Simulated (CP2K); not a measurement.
The N K edge of 3-nitrosofuran was computed by TDDFT (CP2K XAS_TDP, aug-cc-pVDZ, TDA) at these levels: PBE0, PBEh(45%) and PBEh(45%) + GW2X. The first three lines of N2 (bonded to C and O) with a strength over 0.0015, energy in eV and strength:

| run | first | second | third |
| --- | --- | --- | --- |
| 1 | 394.58 (0.067) | 401.49 (0.002) | 402.41 (0.003) |
| 2 | 400.47 (0.066) | 407.37 (0.002) | 408.29 (0.003) |
| 3 | 388.50 (0.054) | 392.96 (0.002) | 394.64 (0.002) |

Question: Which run is which?

Run 1: PBEh(45%) (45 % exact exchange). Run 2: PBEh(45%) + GW2X (45 % exact exchange). Run 3: PBE0 (25 % exact exchange). Self-interaction lifts the core level, so the uncorrected lines rise with the share of exact exchange. The GW2X run keeps the spacings of its parent: 6.90 eV between the first two lines in run 2, 6.91 eV in run 1. Its shift is +5.89 eV, since the Kohn–Sham level at this share of exchange lies that far above the quasiparticle level.

[Hosts, paths, dates, database ids (printed as entryN), source tags and the programs' standing remarks are cut or masked in the printed files.]
